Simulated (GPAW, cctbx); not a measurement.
# How far are the atoms of SrCaGaAsO6 from free atoms?

Aim: compute the bonding part of the density of SrCaGaAsO6, find which reflections carry it, and see how it biases an ordinary refinement.

The start was made by putting kin elements into a known structure type; the compound need not exist, or be stable, in this form. All numbers below are calculated.

### 1. Find the equilibrium geometry

The density hangs on the geometry, so cell and atoms are relaxed first, with the symmetry held. The cutoff is set higher than for the density because stress converges slowly with plane waves.

Settings: GPAW 26.7.0, PBE, 900 eV, 3×3×3 k-points, Fermi–Dirac width 0.05 eV, BFGS to 0.03 eV/Å.

```text
cell
1.0
     0.000000000    4.107500000    4.107500000
     4.107500000    0.000000000    4.107500000
     4.107500000    4.107500000    0.000000000
Sr As Ga Ca O
1 1 1 1 6
Direct
0.250000000 0.250000000 0.250000000
0.000000000 0.000000000 0.000000000
0.500000000 0.500000000 0.500000000
0.750000000 0.750000000 0.750000000
0.248400000 0.248400000 0.751600000
0.751600000 0.751600000 0.248400000
0.248400000 0.751600000 0.248400000
0.751600000 0.248400000 0.751600000
0.248400000 0.751600000 0.751600000
0.751600000 0.248400000 0.248400000
```

```console
$ OMP_NUM_THREADS=1 mpirun -n 4 gpaw python run.py > gpaw.log
```

```text
BFGS:    0      -61.079971        1.634007
BFGS:    1      -61.330026        1.610407
BFGS:    2      -62.014112        1.155210
BFGS:    3      -62.133105        1.138701
BFGS:    4      -62.678138        0.817724
BFGS:    5      -62.975701        0.401085
BFGS:    6      -63.048258        0.100883
BFGS:    7      -63.050157        0.001811
cell  5.4630 5.4630 5.4630  60.00 60.00 60.00
volume 115.284 A^3, largest force 0.001 eV/A, largest stress 0.03 GPa
```

The cell moved far, while the k-mesh and basis were chosen for the start, so the final shape may be somewhat biased.

After 7 steps the volume has changed by -16.8 % and the energy by -1.970 eV; the largest stress left is 0.03 GPa. It took 1.9 min on 4 cores of Intel(R) Xeon(R) 6975P-C (Granite Rapids) (shared host), peak memory 1.5 GiB.

Relaxed structure: F-43m (no. 216), a = 7.7258 Å, b = 7.7258 Å, c = 7.7258 Å, α = 90.00°, β = 90.00°, γ = 90.00°.

| atom | mult. | x | y | z |
| --- | --- | --- | --- | --- |
| Sr1 | 4 | 1/4 | 1/4 | 3/4 |
| As1 | 4 | 0 | 0 | 0 |
| Ga1 | 4 | 1/2 | 0 | 0 |
| Ca1 | 4 | 1/4 | 3/4 | 3/4 |
| O1 | 24 | 1/2 | 0.2588 | 0 |

### 2. Density and charge transfer

X-rays see the whole electron density, so the PAW density is rebuilt with its core regions. Subtracting spherical free atoms from the same code cancels the cores and leaves the deformation density Δρ, the part due to bonding.

Settings: PBE, 550 eV, 4×4×4 k-points, Fermi–Dirac width 0.05 eV; primitive cell of 10 atoms.

```console
$ OMP_NUM_THREADS=1 mpirun -n 4 gpaw python run.py > gpaw.log
```

```text
|iter:   1|       0s |  -69.111964 | +0.14 |       |
|iter:   2|       1s |  -67.319406 | -1.46 | -0.85 |
|iter:   3|       2s |  -61.898870 | -0.67 | -0.90 |
...
|iter:   8|       6s |  -61.915463c| -6.26 | -3.67 |
|iter:   9|       7s |  -61.915465c| -7.17 | -4.14c|
|iter:  10|       7s |  -61.915465c| -7.52c| -4.85c|
```

```text
grid (60, 60, 60)  electrons 170.000  moved by bonding 2.757 e
deformation density beyond 0.5 A of the nuclei: max 0.252, min -0.200 e/A^3
atom        x       y       z   Voronoi charge  moment
Sr1    0.7500  0.7500  0.7500      0.184       0.00
As2    0.0000  0.0000  0.0000      0.646       0.00
Ga3    0.5000  0.5000  0.5000      0.574       0.00
Ca4    0.2500  0.2500  0.2500      0.285       0.00
O 5    0.7588  0.2412  0.7588     -0.282       0.00
O 6    0.2412  0.7588  0.2412     -0.282       0.00
O 7    0.2412  0.2412  0.7588     -0.282       0.00
O 8    0.7588  0.7588  0.2412     -0.282       0.00
O 9    0.2412  0.7588  0.7588     -0.282       0.00
O 10   0.7588  0.2412  0.2412     -0.282       0.00
mean inner potential of superposed free atoms 20.155 V
total magnetic moment 0.000 muB
```

Deformation density in a plane through the shortest contact of the As atom at the origin, in 0.01 e/Å³ (clipped at ±99); x from -1.6 to 3.5 Å, y from 2.4 down to -2.4 Å:

```text
 -3  -2   2   7   7   3   9   5  -1  -2  -3  -3  -2  -1   6  10
 -3  -1   6  18   .   .   .  10   1  -2  -4  -4  -2   2  11   .
 -3  -2   4  12   .   .  11   7   0  -3  -3  -3  -2   1   8  12
 -1  -2  -2   5  13  16   9   1  -3  -2   0  -1  -2  -2   0   5
  7   1  -6  -9  -5  -3  -8  -8  -2   4   9   8   3  -3  -7 -10
 11  10   0 -17  -9   . -17 -10   7  11   .  16   8   1 -11  -9
  .  14   7 -13   .   .   .  -6  15   .   .   .   6   2 -11   .
 10  11   0 -17  -9   . -16 -10   7  11   .  17   8   1 -11  -9
  7   1  -6  -9  -5  -3  -8  -8  -2   4   9   8   4  -3  -7  -9
 -1  -2  -2   4  13  16   9   1  -3  -2   0  -1  -2  -2   0   5
 -3  -2   4  13   .   .  13   7   0  -3  -3  -3  -2   1   7  12
 -3  -1   6  18   .   .   .  10   1  -2  -4  -4  -2   2  11   .
 -3  -2   2   7   8   2   9   5  -1  -2  -3  -3  -2  -1   6  11
```

Atoms in or within 0.15 Å of the plane: As (0.0, 0.0), O (1.9, 0.0), O (0.0, 1.9), O (0.0, -1.9) Å. Dots mark points within about 0.45 Å of a nucleus; large values next to them are atomic features.

O gains most (-0.28 e) and As loses most (+0.65 e); O is the most electronegative element, but the order of the others doesn't follow electronegativity. Such charges fall far short of formal ones, since overlapping free atoms already put density on their neighbours. Along the shortest contact from the As atom at the map's origin, As–O at 1.86 Å, Δρ is +0.07 e/Å³ at the midpoint and highest, +0.17, 1.18 Å from As (points within 0.5 Å of a nucleus left out): little sits at the middle, as in a polar contact, whose build-up shifts to the more electronegative atom. At the midpoints of other shortest contacts it is -0.01 (Ga–O, 2.00 Å), -0.05 (O–O, 2.63 Å), 0.00 (Sr–O, 2.73 Å) and -0.01 (Ca–O, 2.73 Å) e/Å³. Point values carry grid noise of about 0.01 e/Å³. The run needed 10 iterations, 19 s.

### 3. Structure factors

The Fourier components of Δρ, added to those of the free atoms, give the static X-ray structure factors; the Mott–Bethe relation turns them into the Fourier components V of the potential that fast electrons feel.

```text
static structure factors of the conventional cell: F in electrons, V (Mott-Bethe) in volts
   h  k  l      d  |F| table  |F| free   |F| DFT   change   |V| free  |V| DFT  change %
   1  1  1  4.4605    69.776    69.819    70.084    0.265     0.937    0.895     -4.4
   0  2  0  3.8629    84.127    83.611    83.370   -0.241     0.709    0.745      5.1
   0  2  2  2.7315   345.064   345.425   341.509   -3.916     5.885    6.176      4.9
   1  3  1  2.3294    61.933    61.872    61.772   -0.100     0.557    0.564      1.2
   2  2  2  2.2302    97.384    96.794   103.749    6.955     3.462    3.118     -9.9
   0  4  0  1.9314   460.085   459.012   463.117    4.104     8.136    7.984     -1.9
   1  3  3  1.7724    57.893    57.849    57.797   -0.053     0.476    0.474     -0.5
   0  4  2  1.7275    59.973    59.183    60.469    1.286     0.820    0.782     -4.7
   2  4  2  1.5770   287.340   286.822   287.146    0.324     3.372    3.364     -0.2
   3  3  3  1.4868    55.440    55.407    55.503    0.096     0.500    0.492     -1.6
   1  5  1  1.4868    57.092    57.130    57.147    0.017     0.518    0.516     -0.4
   0  4  4  1.3657   373.814   373.415   373.561    0.145     5.626    5.623     -0.0
   1  5  3  1.3059    53.207    53.191    53.087   -0.104     0.365    0.367      0.6
   2  4  4  1.2876    47.695    47.139    47.605    0.466     0.628    0.621     -1.2
```

The largest X-ray change is +6.96 e on 222, 7.2 % of |F|. For electrons V goes as (Z − F)/g², and among components above 0.1 V the largest relative change is this: |V| of 222 moves by -9.9 % (3.46 to 3.12 V) against +7.2 % in |F|. The tabulated Hartree–Fock atoms differ from the free DFT atoms by up to 1.07 e, so the choice of reference atom matters too.

### 4. The functional ladder

The same geometry is run with other functionals, to see whether the bonding signal is larger than the spread between approximations. Free atoms are LDA for LDA and PBE otherwise; meta-GGAs and hybrids keep PBE cores. Any other changed setting is in the row's label.

| run | ΔF 222 (e) | ΔF 040 (e) | ΔF 022 (e) | q(O) (e) | moved (e) | time |
| --- | --- | --- | --- | --- | --- | --- |
| PBE | +6.955 | +4.104 | -3.916 | -0.282 | 2.757 | 19 s |
| LDA | +6.559 | +3.785 | -3.825 | -0.273 | 2.630 | 15 s |
| r2SCAN | +7.446 | +4.390 | -4.312 | -0.310 | 3.012 | 28 s |

At the base's settings ΔF(222) spans +6.559 to +7.446 e, a spread of 13 % of the PBE value; over the three listed reflections the spread is at most 15 %, so sign and size hold across the functionals. Times are from shared hosts.

### 5. What a spherical-atom refinement makes of it

Routine crystallography fits spherical atoms. To see the bias, intensities are simulated from tabulated atoms plus the DFT change ΔF, so that bonding alone can misfit (5208 reflections of the full sphere, merged to the counts below, to 0.45 Å, 1 % proportional noise plus counting noise, assumed isotropic U as listed, Δρ smeared by the mean U) and refined with cctbx over different ranges.

```
                    range  data      R1  GooF  U Sr1 (true 0.0084)  U As1 (true 0.0088)  U Ga1 (true 0.009)  U Ca1 (true 0.0104)  largest shift (Å)  Δρ max, min (e/Å³)
                 all data   308  0.0065  1.56               0.0084               0.0087              0.0091               0.0105             0.0061         0.30, -0.23
 low resolution, d > 0.84    64  0.0069  2.82               0.0085               0.0084              0.0091               0.0106             0.0079         0.21, -0.14
     high order, d < 0.75   227  0.0063  0.94               0.0084               0.0088              0.0091               0.0105             0.0049         0.12, -0.09
occupancies free, d > 0.7    96  0.0055  1.93               0.0084               0.0088              0.0088               0.0106             0.0107         0.13, -0.16
```

With all data GooF is 1.56, so the misfit of spherical atoms stands above the noise; the top residual peak lies 0.35 Å from O and 1.94 Å from Ga. No U is off by more than 3 s.u. at low resolution. With Sr1 held at 1 and the scale free, the other occupancies refine to As1 1.011(0.011), Ga1 0.989(0.010), Ca1 1.003(0.005) and O1 1.038(0.005), on sites that are all full: they absorb part of the misfit, and only ratios to the fixed site mean anything.

### 6. Answer

Bonding moves 2.76 e in the primitive cell of SrCaGaAsO6 and changes the structure factors of the conventional cell in the table above by at most 6.96 e (222, 7.2 %). The shortest bond, As–O, has Δρ = +0.07 e/Å³ at its midpoint, low for a shared bond; with the charge transfer this is a polar contact. At the base's settings ΔF(222) spans +6.559 to +7.446 e, a spread of 13 % of the PBE value; over the three listed reflections the spread is at most 15 %, so sign and size hold across the functionals. With all data GooF is 1.56, so the misfit of spherical atoms stands above the noise. Limits: static density, frozen cores, no spin–orbit coupling.

[Outputs are excerpts: Python notices, other lines and further rows are left out; steps that failed or that the build refused (PBEsol, TPSS) are not shown.]

[Logs are printed without paths, hosts, clocks, repeated set-up lines and the standing remarks that a program may print on its own settings, such as how far it seeks lower states.]
